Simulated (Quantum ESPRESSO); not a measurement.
**Co3Pd5 with and without spin polarisation**

Wanted: the size of the moments of Co3Pd5 in the parallel state.

Main program and level: Quantum ESPRESSO 7.5; PBE; plane waves with GBRV 1.5 PBE potentials, no spin-orbit coupling.

**1. Set-up**

It takes space group P-4m2 (No. 115, tetragonal). The conventional cell has a = 3.761 Å, b = 3.761 Å, c = 7.521 Å, α = 90.00°, β = 90.00°, γ = 90.00°. Nearest to Pd lie 6 Co at 2.66 Å and 6 Pd at 2.66 Å. Nearest to Co lie 10 Pd at 2.66 Å and 2 Co at 2.66 Å. Nearest to Pd lie 4 Co at 2.66 Å and 8 Pd at 2.66 Å. Nearest to Pd lie 8 Pd at 2.66 Å and 4 Co at 2.66 Å. Nearest to Co lie 4 Co at 2.66 Å and 8 Pd at 2.66 Å. Nearest to Pd lie 8 Co at 2.66 Å and 4 Pd at 2.66 Å. Farther neighbours are not listed.

The cell was typed by rule, not taken from a database of measured structures.

**2. Run 1 (ferro +++)**

The signs are those of the starting moments on the seeded atoms, the atoms that are given a moment.

File pw.in:

```
&CONTROL
  calculation = 'scf'
  prefix = 'pwscf'
  outdir = './tmp'
  pseudo_dir = './pseudo'
  disk_io = 'nowf'
/
&SYSTEM
  ibrav = 0
  celldm(1) = 8
  nat = 8
  ntyp = 2
  ecutwfc = 40
  ecutrho = 280
  nbnd = 83
  occupations = 'smearing'
  smearing = 'fd'
  degauss = 0.00367493
  nspin = 2
  starting_magnetization(1) = 0
  starting_magnetization(2) = 0.1
/
&ELECTRONS
  conv_thr = 1.6d-08
  electron_maxstep = 150
  mixing_beta = 0.3
/
ATOMIC_SPECIES
Pd    106.4200 pd_pbe_v1.4.uspp.F.UPF
Co     58.9332 co_pbe_v1.2.uspp.F.UPF
CELL_PARAMETERS alat
   0.8883189134276    0.0000000000000    0.0000000000000
   0.0000000000000    0.8883189134276    0.0000000000000
   0.0000000000000    0.0000000000000    1.7766378268552
ATOMIC_POSITIONS crystal
Pd      0.0000000000    0.0000000000    0.0000000000
Co      0.5000000000    0.5000000000    0.0000000000
Pd      0.5000000000    0.0000000000    0.2500000000
Pd      0.0000000000    0.5000000000    0.2500000000
Co      0.0000000000    0.0000000000    0.5000000000
Pd      0.5000000000    0.5000000000    0.5000000000
Co      0.5000000000    0.0000000000    0.7500000000
Pd      0.0000000000    0.5000000000    0.7500000000
K_POINTS automatic
9 9 5 0 0 0
```

Run with:

```bash
OMP_NUM_THREADS=1 mpirun -n 4 pw.x -nk 4 -in pw.in > pw.out
```

Output:

```text
Program PWSCF v.7.5 starts

     Message from routine setup:
     using ibrav=0 with symmetry is DISCOURAGED, use correct ibrav instead

     K-points division:     npool     =       4
     Subspace diagonalization in iterative solution of the eigenvalue problem:

     G-vector sticks info
     --------------------
     sticks:   dense  smooth     PW     G-vecs:    dense   smooth      PW
     Sum        1117     641    193                56751    24433    3991

     Using Slab Decomposition

     bravais-lattice index     =            0
     lattice parameter (alat)  =       8.0000  a.u.
     unit-cell volume          =     717.8053 (a.u.)^3
     number of atoms/cell      =            8
     number of atomic types    =            2
     number of electrons       =       131.00
     number of Kohn-Sham states=           83
     kinetic-energy cutoff     =      40.0000  Ry
     charge density cutoff     =     280.0000  Ry
     scf convergence threshold =      1.6E-08
     mixing beta               =       0.3000
     number of iterations used =            8  plain     mixing
     Exchange-correlation= SLA  PW   PBE  PBE
                           (   1   4   3   4   0   0   0)

     celldm(1)=   8.000000  celldm(2)=   0.000000  celldm(3)=   0.000000
     celldm(4)=   0.000000  celldm(5)=   0.000000  celldm(6)=   0.000000

     crystal axes: (cart. coord. in units of alat)
               a(1) = (   0.888319   0.000000   0.000000 )
               a(2) = (   0.000000   0.888319   0.000000 )
               a(3) = (   0.000000   0.000000   1.776638 )

     reciprocal axes: (cart. coord. in units 2 pi/alat)
               b(1) = (  1.125722  0.000000  0.000000 )
               b(2) = (  0.000000  1.125722  0.000000 )
               b(3) = (  0.000000  0.000000  0.562861 )

     PseudoPot. # 1 for Pd read from file:
     pd_pbe_v1.4.uspp.F.UPF
     Pseudo is Ultrasoft + core correction, Zval = 16.0
     Generated by new atomic code, or converted to UPF format
     Using radial grid of  887 points,  6 beta functions with:
                l(1) =   0
                l(2) =   0
                l(3) =   1
                l(4) =   1
                l(5) =   2
                l(6) =   2
     Q(r) pseudized with  8 coefficients,  rinner =    1.130   1.130   1.130
                                                       1.130   1.130

     PseudoPot. # 2 for Co read from file:
     co_pbe_v1.2.uspp.F.UPF
     Pseudo is Ultrasoft + core correction, Zval = 17.0
     Generated by new atomic code, or converted to UPF format
     Using radial grid of  863 points,  6 beta functions with:
                l(1) =   0
                l(2) =   0
                l(3) =   1
                l(4) =   1
                l(5) =   2
                l(6) =   2
     Q(r) pseudized with  8 coefficients,  rinner =    1.200   1.200   1.200
                                                       1.200   1.200

     atomic species   valence    mass     pseudopotential
     Pd               16.00   106.42000     Pd( 1.00)
     Co               17.00    58.93320     Co( 1.00)

     Starting magnetic structure
     atomic species   magnetization
     Pd              0.000
     Co              0.100

      8 Sym. Ops. (no inversion) found ( 4 have fractional translation)

   Cartesian axes

     site n.     atom                  positions (alat units)
         1        Pd     tau(   1) = (   0.0000000   0.0000000   0.0000000  )
         2        Co     tau(   2) = (   0.4441595   0.4441595   0.0000000  )
         3        Pd     tau(   3) = (   0.4441595   0.0000000   0.4441595  )
         4        Pd     tau(   4) = (   0.0000000   0.4441595   0.4441595  )
         5        Co     tau(   5) = (   0.0000000   0.0000000   0.8883189  )
         6        Pd     tau(   6) = (   0.4441595   0.4441595   0.8883189  )
         7        Co     tau(   7) = (   0.4441595   0.0000000   1.3324784  )
         8        Pd     tau(   8) = (   0.0000000   0.4441595   1.3324784  )

     number of k points=    45  Fermi-Dirac smearing, width (Ry)=  0.0037
                       cart. coord. in units 2pi/alat
        k(    1) = (   0.0000000   0.0000000   0.0000000), wk =   0.0024691
        k(    2) = (   0.0000000   0.0000000   0.1125722), wk =   0.0049383
        k(    3) = (   0.0000000   0.0000000   0.2251444), wk =   0.0049383
        k(    4) = (   0.0000000   0.1250802   0.0000000), wk =   0.0098765
        k(    5) = (   0.0000000   0.1250802   0.1125722), wk =   0.0197531
        [... 40 further k-points ...]

     Dense  grid:    56751 G-vectors     FFT dimensions: (  40,  40,  80)

     Smooth grid:    24433 G-vectors     FFT dimensions: (  30,  30,  60)

     Check: negative core charge=   -0.000017
     Generating pointlists ...
     new r_m :   0.2591 (alat units)  2.0728 (a.u.) for type    1
     new r_m :   0.2591 (alat units)  2.0728 (a.u.) for type    2

     Initial potential from superposition of free atoms

     starting charge     125.4999, renormalised to     131.0000

     negative rho (up, down):  2.075E-01 2.075E-01
     Starting wfcs are   99 randomized atomic wfcs

     Self-consistent Calculation

     iteration #  1     ecut=    40.00 Ry     beta= 0.30
     Davidson diagonalization with overlap
     ethr =  1.00E-02,  avg # of iterations =  2.6

     negative rho (up, down):  2.057E-01 2.059E-01

     total energy              =   -1881.88635224 Ry
     estimated scf accuracy    <      27.48511226 Ry

     total magnetization       =     3.05 Bohr mag/cell
     absolute magnetization    =     3.63 Bohr mag/cell

     iteration #  2     ecut=    40.00 Ry     beta= 0.30
     Davidson diagonalization with overlap
     ethr =  1.00E-02,  avg # of iterations =  2.9

     negative rho (up, down):  2.065E-01 2.066E-01

     total energy              =   -1879.26387454 Ry
     estimated scf accuracy    <     147.05714005 Ry

     total magnetization       =     0.41 Bohr mag/cell
     absolute magnetization    =     0.56 Bohr mag/cell

     iteration #  3     ecut=    40.00 Ry     beta= 0.30
     Davidson diagonalization with overlap
     ethr =  1.00E-02,  avg # of iterations =  2.6

     negative rho (up, down):  2.075E-01 2.075E-01

     total energy              =   -1887.09937957 Ry
     estimated scf accuracy    <      14.41647996 Ry

     total magnetization       =     6.73 Bohr mag/cell
     absolute magnetization    =     6.94 Bohr mag/cell

     [... further iterations left out ...]

     iteration # 19     ecut=    40.00 Ry     beta= 0.30
     Davidson diagonalization with overlap
     ethr =  3.02E-10,  avg # of iterations =  1.2

     negative rho (up, down):  2.103E-01 2.078E-01

     total energy              =   -1888.93810588 Ry
     estimated scf accuracy    <       0.00000035 Ry

     total magnetization       =     7.46 Bohr mag/cell
     absolute magnetization    =     8.24 Bohr mag/cell

     iteration # 20     ecut=    40.00 Ry     beta= 0.30
     Davidson diagonalization with overlap
     ethr =  2.65E-10,  avg # of iterations =  1.0

     negative rho (up, down):  2.103E-01 2.078E-01

     total energy              =   -1888.93810590 Ry
     estimated scf accuracy    <       0.00000002 Ry

     total magnetization       =     7.46 Bohr mag/cell
     absolute magnetization    =     8.24 Bohr mag/cell

     iteration # 21     ecut=    40.00 Ry     beta= 0.30
     Davidson diagonalization with overlap
     ethr =  1.54E-11,  avg # of iterations =  1.8

     negative rho (up, down):  2.103E-01 2.078E-01

     total energy              =   -1888.93810591 Ry
     estimated scf accuracy    <       0.00000003 Ry

     total magnetization       =     7.46 Bohr mag/cell
     absolute magnetization    =     8.24 Bohr mag/cell

     iteration # 22     ecut=    40.00 Ry     beta= 0.30
     Davidson diagonalization with overlap
     ethr =  1.54E-11,  avg # of iterations =  1.0

     negative rho (up, down):  2.103E-01 2.078E-01

     Magnetic moment per site  (integrated on atomic sphere of radius R)
     atom   1 (R=0.259)  charge= 14.2979  magn=  0.3122
     atom   2 (R=0.259)  charge= 15.8040  magn=  2.0544
     atom   3 (R=0.259)  charge= 14.3128  magn=  0.3078
     atom   4 (R=0.259)  charge= 14.3122  magn=  0.3406
     atom   5 (R=0.259)  charge= 15.8040  magn=  2.0544
     atom   6 (R=0.259)  charge= 14.2979  magn=  0.3122
     atom   7 (R=0.259)  charge= 15.7899  magn=  2.0511
     atom   8 (R=0.259)  charge= 14.2775  magn=  0.3660

     End of self-consistent calculation

     [... lines left out ...]
     the Fermi energy is    19.0470 ev

!    total energy              =   -1888.93810591 Ry
     estimated scf accuracy    <          3.0E-09 Ry
     smearing contrib. (-TS)   =      -0.00546157 Ry
     internal energy E=F+TS    =   -1888.93264434 Ry

     The total energy is F=E-TS. E is the sum of the following terms:
     one-electron contribution =    -704.03628209 Ry
     hartree contribution      =     454.57236123 Ry
     xc contribution           =    -255.02089186 Ry
     ewald contribution        =   -1384.44783162 Ry

     total magnetization       =     7.46 Bohr mag/cell
     absolute magnetization    =     8.24 Bohr mag/cell

     convergence has been achieved in  22 iterations

=------------------------------------------------------------------------------=
   JOB DONE.
=------------------------------------------------------------------------------=
```

Run time: 3.8 min. Hardware: 4 MPI ranks of Intel Xeon at 2.70GHz, shared host; peak memory 0.89 GiB.

Spin moment in the atom's sphere by atom:

| atom | spin moment in the atom's sphere (μB) |
| --- | --- |
| Pd1 | 0.31 |
| Co2 | 2.05 |
| Pd3 | 0.31 |
| Pd4 | 0.34 |
| Co5 | 2.05 |
| Pd6 | 0.31 |
| Co7 | 2.05 |
| Pd8 | 0.37 |

Numbers from this step:

```yaml
smearing_term_ts: 0.07431 eV
magnetization: 7.461 μB
absolute_magnetization: 8.242 μB
final_state: ferromagnetic
```

Spin density in the ac plane at fractional y = 0.000, with atoms of Pd and Co within 0.2 Å of it.

Values in e/Å³, 24 rows by 14 columns, each cell a mean:
```
0.1 0.2 0.1 0.0 0.0 0.0 0.0 0.0 0.0 0.0 0.0 0.0 0.1 0.2
0.1 0.1 0.0 0.0 0.0 0.0 0.0 0.0 0.0 0.0 0.0 0.0 0.1 0.1
0.0 0.0 0.0 0.0 0.0 0.0 0.0 0.0 0.0 0.0 0.0 0.0 0.0 0.0
0.0 0.0 0.0 0.0 0.0 0.1 0.3 0.4 0.3 0.1 0.0 0.0 0.0 0.0
0.0 0.0 0.0 0.0 0.1 0.5 1.6 2.5 1.2 0.3 0.1 0.0 0.0 0.0
0.0 0.0 0.0 0.0 0.2 1.1 3.9 6.4 3.0 0.6 0.1 0.0 0.0 0.0
0.0 0.0 0.0 0.0 0.1 0.7 2.4 4.0 1.9 0.4 0.1 0.0 0.0 0.0
0.0 0.0 0.0 0.0 0.0 0.2 0.6 1.0 0.5 0.1 0.0 0.0 0.0 0.0
0.0 0.0 0.0 0.0 0.0 0.0 0.1 0.1 0.1 0.0 0.0 0.0 0.0 0.0
0.4 0.2 0.1 0.0 0.0 0.0 0.0 0.0 0.0 0.0 0.0 0.0 0.1 0.3
2.3 1.2 0.3 0.1 0.0 0.0 0.0 0.0 0.0 0.0 0.0 0.1 0.5 1.5
6.4 3.1 0.7 0.1 0.0 0.0 0.0 0.0 0.0 0.0 0.0 0.2 1.2 4.0
3.8 1.8 0.5 0.1 0.0 0.0 0.0 0.0 0.0 0.0 0.0 0.2 0.7 2.3
0.8 0.5 0.1 0.0 0.0 0.0 0.0 0.0 0.0 0.0 0.0 0.1 0.2 0.6
0.1 0.1 0.0 0.0 0.0 0.0 0.0 0.0 0.0 0.0 0.0 0.0 0.0 0.1
0.0 0.0 0.0 0.0 0.0 0.0 0.1 0.1 0.1 0.0 0.0 0.0 0.0 0.0
0.0 0.0 0.0 0.0 0.0 0.1 0.2 0.2 0.2 0.1 0.0 0.0 0.0 0.0
0.0 0.0 0.0 0.0 0.0 0.1 0.1 0.0 0.1 0.1 0.0 0.0 0.0 0.0
0.0 0.0 0.0 0.0 0.0 0.1 0.2 0.1 0.2 0.1 0.0 0.0 0.0 0.0
0.0 0.0 0.0 0.0 0.0 0.1 0.1 0.1 0.1 0.1 0.0 0.0 0.0 0.0
0.0 0.0 0.0 0.0 0.0 0.0 0.0 0.0 0.0 0.0 0.0 0.0 0.0 0.0
0.1 0.1 0.0 0.0 0.0 0.0 0.0 0.0 0.0 0.0 0.0 0.0 0.0 0.1
0.1 0.2 0.1 0.0 0.0 0.0 0.0 0.0 0.0 0.0 0.0 0.0 0.1 0.2
0.0 0.1 0.1 0.0 0.0 0.0 0.0 0.0 0.0 0.0 0.0 0.0 0.1 0.1
```
Columns run along a (3.8 Å), rows up along c (7.5 Å). Atoms in or near the plane, at fractional coordinates: Pd at (0.00, 0.00), Pd at (0.50, 0.25), Co at (0.00, 0.50), Co at (0.50, 0.75).

Valence density in the ac plane at fractional y = 0.000, with atoms of Pd and Co within 0.2 Å of it. It is the smooth field of the valence electrons, not physical close to the nuclei.

Values in e/Å³, 24 rows by 14 columns, each cell a mean:
```
 6  9  4  1  0  0  0  0  0  0  1  2  6  9
 6  5  2  1  0  0  0  0  0  0  0  1  3  5
 1  1  1  0  0  0  0  0  0  0  0  0  1  1
 0  0  0  0  0  1  2  2  2  1  0  0  0  0
 0  0  0  0  1  4 12 17 10  2  1  0  0  0
 0  0  0  0  1  9 29 42 23  5  1  0  0  0
 0  0  0  0  1  6 19 27 15  3  1  0  0  0
 0  0  0  0  1  2  4  6  4  1  0  0  0  0
 0  0  0  0  0  0  1  1  1  0  0  0  0  0
 2  2  1  0  0  0  0  0  0  0  0  0  1  2
17 10  2  1  0  0  0  0  0  0  0  1  4 12
42 23  5  1  0  0  0  0  0  0  0  1  9 29
28 15  3  1  0  0  0  0  0  0  0  1  6 19
 6  4  1  0  0  0  0  0  0  0  0  1  2  4
 1  1  0  0  0  0  1  1  1  0  0  0  0  1
 0  0  0  0  1  2  3  4  3  1  1  0  0  0
 0  0  0  0  1  5  8  8  8  3  1  0  0  0
 0  0  0  1  2  8  6 -3  8  6  1  0  0  0
 0  0  0  1  2  6  9  6  9  5  1  0  0  0
 0  0  0  0  1  3  5  6  5  2  1  0  0  0
 1  1  0  0  0  1  1  1  1  1  0  0  0  1
 4  3  1  1  0  0  0  0  0  0  0  1  2  3
 8  8  3  1  0  0  0  0  0  0  0  1  5  8
-3  8  6  1  0  0  0  0  0  0  1  2  8  6
```
Columns run along a (3.8 Å), rows up along c (7.5 Å). Atoms in or near the plane, at fractional coordinates: Pd at (0.00, 0.00), Pd at (0.50, 0.25), Co at (0.00, 0.50), Co at (0.50, 0.75).

**3. Run 2 (no spin polarisation)**

Changes to pw.in since step 2:

```diff
@@ -14,3 +14,3 @@
   ecutrho = 280
-  nbnd = 83
+  nbnd = 81
   occupations = 'smearing'
@@ -18,5 +18,2 @@
   degauss = 0.00367493
-  nspin = 2
-  starting_magnetization(1) = 0
-  starting_magnetization(2) = 0.1
 /
```

Output:

```text
[banner, memory and clock lines left out]
Program PWSCF v.7.5 starts

     Message from routine setup:
     using ibrav=0 with symmetry is DISCOURAGED, use correct ibrav instead

     bravais-lattice index     =            0
     lattice parameter (alat)  =       8.0000  a.u.
     unit-cell volume          =     717.8053 (a.u.)^3
     number of atoms/cell      =            8
     number of atomic types    =            2
     number of electrons       =       131.00
     number of Kohn-Sham states=           81
     kinetic-energy cutoff     =      40.0000  Ry
     charge density cutoff     =     280.0000  Ry
     scf convergence threshold =      1.6E-08
     mixing beta               =       0.3000
     number of iterations used =            8  plain     mixing
     Exchange-correlation= SLA  PW   PBE  PBE
                           (   1   4   3   4   0   0   0)

     celldm(1)=   8.000000  celldm(2)=   0.000000  celldm(3)=   0.000000
     celldm(4)=   0.000000  celldm(5)=   0.000000  celldm(6)=   0.000000

     crystal axes: (cart. coord. in units of alat)
               a(1) = (   0.888319   0.000000   0.000000 )
               a(2) = (   0.000000   0.888319   0.000000 )
               a(3) = (   0.000000   0.000000   1.776638 )

     reciprocal axes: (cart. coord. in units 2 pi/alat)
               b(1) = (  1.125722  0.000000  0.000000 )
               b(2) = (  0.000000  1.125722  0.000000 )
               b(3) = (  0.000000  0.000000  0.562861 )

     PseudoPot. # 1 for Pd read from file:
     pd_pbe_v1.4.uspp.F.UPF
     Pseudo is Ultrasoft + core correction, Zval = 16.0

     PseudoPot. # 2 for Co read from file:
     co_pbe_v1.2.uspp.F.UPF
     Pseudo is Ultrasoft + core correction, Zval = 17.0

     atomic species   valence    mass     pseudopotential
     Pd               16.00   106.42000     Pd( 1.00)
     Co               17.00    58.93320     Co( 1.00)

      8 Sym. Ops. (no inversion) found ( 4 have fractional translation)

   Cartesian axes

     site n.     atom                  positions (alat units)
         1        Pd     tau(   1) = (   0.0000000   0.0000000   0.0000000  )
         2        Co     tau(   2) = (   0.4441595   0.4441595   0.0000000  )
         3        Pd     tau(   3) = (   0.4441595   0.0000000   0.4441595  )
         4        Pd     tau(   4) = (   0.0000000   0.4441595   0.4441595  )
         5        Co     tau(   5) = (   0.0000000   0.0000000   0.8883189  )
         6        Pd     tau(   6) = (   0.4441595   0.4441595   0.8883189  )
         7        Co     tau(   7) = (   0.4441595   0.0000000   1.3324784  )
         8        Pd     tau(   8) = (   0.0000000   0.4441595   1.3324784  )

     number of k points=    45  Fermi-Dirac smearing, width (Ry)=  0.0037
                       cart. coord. in units 2pi/alat
        k(    1) = (   0.0000000   0.0000000   0.0000000), wk =   0.0049383
        k(    2) = (   0.0000000   0.0000000   0.1125722), wk =   0.0098765
        k(    3) = (   0.0000000   0.0000000   0.2251444), wk =   0.0098765
        k(    4) = (   0.0000000   0.1250802   0.0000000), wk =   0.0197531
        k(    5) = (   0.0000000   0.1250802   0.1125722), wk =   0.0395062
        [... 40 further k-points ...]

     Dense  grid:    56751 G-vectors     FFT dimensions: (  40,  40,  80)

     Smooth grid:    24433 G-vectors     FFT dimensions: (  30,  30,  60)

     Check: negative core charge=   -0.000017

     Initial potential from superposition of free atoms

     starting charge     125.4999, renormalised to     131.0000

     negative rho (up, down):  4.150E-01 0.000E+00
     Starting wfcs are   99 randomized atomic wfcs

     Self-consistent Calculation

     iteration #  1     ecut=    40.00 Ry     beta= 0.30
     Davidson diagonalization with overlap
     ethr =  1.00E-02,  avg # of iterations =  2.1

     negative rho (up, down):  4.113E-01 0.000E+00

     total energy              =   -1881.08789659 Ry
     estimated scf accuracy    <      29.09813678 Ry

     iteration #  2     ecut=    40.00 Ry     beta= 0.30
     Davidson diagonalization with overlap
     ethr =  1.00E-02,  avg # of iterations =  3.4

     negative rho (up, down):  4.130E-01 0.000E+00

     total energy              =   -1878.95407671 Ry
     estimated scf accuracy    <     161.78842358 Ry

     [... further iterations left out ...]

     iteration # 17     ecut=    40.00 Ry     beta= 0.30
     Davidson diagonalization with overlap
     ethr =  1.73E-08,  avg # of iterations =  1.0

     negative rho (up, down):  4.183E-01 0.000E+00

     total energy              =   -1888.82236067 Ry
     estimated scf accuracy    <       0.00000013 Ry

     iteration # 18     ecut=    40.00 Ry     beta= 0.30
     Davidson diagonalization with overlap
     ethr =  1.01E-10,  avg # of iterations =  1.1

     negative rho (up, down):  4.183E-01 0.000E+00

     End of self-consistent calculation

     [... lines left out ...]
     the Fermi energy is    18.8399 ev

!    total energy              =   -1888.82236066 Ry
     estimated scf accuracy    <       0.00000001 Ry
     smearing contrib. (-TS)   =      -0.01447659 Ry
     internal energy E=F+TS    =   -1888.80788407 Ry

     The total energy is F=E-TS. E is the sum of the following terms:
     one-electron contribution =    -704.50810580 Ry
     hartree contribution      =     454.85099766 Ry
     xc contribution           =    -254.70294431 Ry
     ewald contribution        =   -1384.44783162 Ry

     convergence has been achieved in  18 iterations
```

Elapsed: 81 s, on 4 MPI ranks; peak memory 0.68 GiB; 5.4 min of CPU time.

Read from the output:

```
smearing term TS : 0.1970 eV
final state      : non-magnetic (no spin polarisation)
```

**4. The states side by side**

An order is kept where moments of 0.15 μB or more survive with the typed signs; meshes match where a doubled cell samples the same k points as the first cell.

Orders:

| start | final state | typed order kept | energy over the lowest (meV a seeded atom) | largest site moment (μB) | net moment (μB a cell of the first run) | mesh matched | CPU time (s) |
| --- | --- | --- | --- | --- | --- | --- | --- |
| ferro +++ | ferromagnetic | yes | 0 | 2.054 | 7.461 | yes | 901.8 |
| no spin polarisation | non-magnetic | - | 524.9 | 0 | 0 | yes | 324.1 |

**5. Summary of results**

```
state found           : ferromagnetic (from ferro +++)
largest site moment   : 2.05 μB
state without moments : 525 meV a seeded atom higher
```

In words: No opposed start was run, so this says nothing of the order that the crystal takes. The cell was built by rule and the atoms were not relaxed, which can move these energies.

[Logs and program files are shortened in this print: banners, set-up blocks, solver, clock and traceback lines can be left out without a mark of their own.]

[Logs are printed without paths, hosts, clocks, repeated set-up lines and the standing remarks that a program may print on its own settings, such as how far it seeks lower states.]

[Hosts, paths, dates, database ids (printed as entryN), source tags and the programs' standing remarks are cut or masked in the printed files.]

[Where a cell is said to come from a database of computed structures, the database is the Materials Project.]
